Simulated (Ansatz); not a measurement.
An input for Ansatz 0.2.0 (PtSe2 (layered bulk) (P-3m1)):

```yaml
crystal:
  lattice:
    - [3.7334449482, 0.0, 0.0]
    - [-1.8667224741, 3.2332581688, 0.0]
    - [0.0, 0.0, 4.6774889591]
  atoms:
    - { symbol: Pt, position: [0.0, 0.0, 0.5] }
    - { symbol: Se, position: [0.3333333333, 0.6666666667, 0.7702266479] }
    - { symbol: Se, position: [0.6666666667, 0.3333333333, 0.2297733521] }
kpoints:
  mp_grid: { grid: [6, 6, 4] }
hamiltonian:
  xc: hse06
  pseudopotentials: { kind: paw, azcp: { folder: soft_1 } }
scf:
  occupations: { method: fermi_dirac, width: 0.03 }
  n_extra_bands: 5
output:
  eigenvalues: true
```

```sh
ansatz run input.yaml --threads 2 --pin off --max-ram 92160MiB --backend cuda --events-out ev --progress --plain --runs-dir out --devices 1 --max-vram 13GiB
```

**Question.** How long will it take on 1 × NVIDIA H100 80GB HBM3 (shared by 6 runs) with 2 threads of AMD EPYC 7R13 (Zen 3), shared host, and how much memory?

It took 18 s; on shared hardware allow 8.9 s to 36 s. Peak host memory was 1.2 GiB. The sizes that set the cost: 1095 plane waves a state, 24 irreducible k points and 24 SCF cycles.

Exact exchange couples every pair of k points and filled bands, so it costs far more than a semilocal run.

[Paths, hosts, dates, memory and timing lines, banners, echoed tables and standing remarks are left out of the program output.]

[Logs are printed without paths, hosts, clocks, repeated set-up lines and the standing remarks that a program may print on its own settings, such as how far it seeks lower states.]

[Runs of the session that timed out or met a known fault of the program may be left out.]

[Cells called generated may have been cut or substituted from an entry of the Crystallography Open Database or the Materials Project.]

[Hosts, paths, dates, database ids (printed as entryN), source tags and the programs' standing remarks are cut or masked in the printed files.]
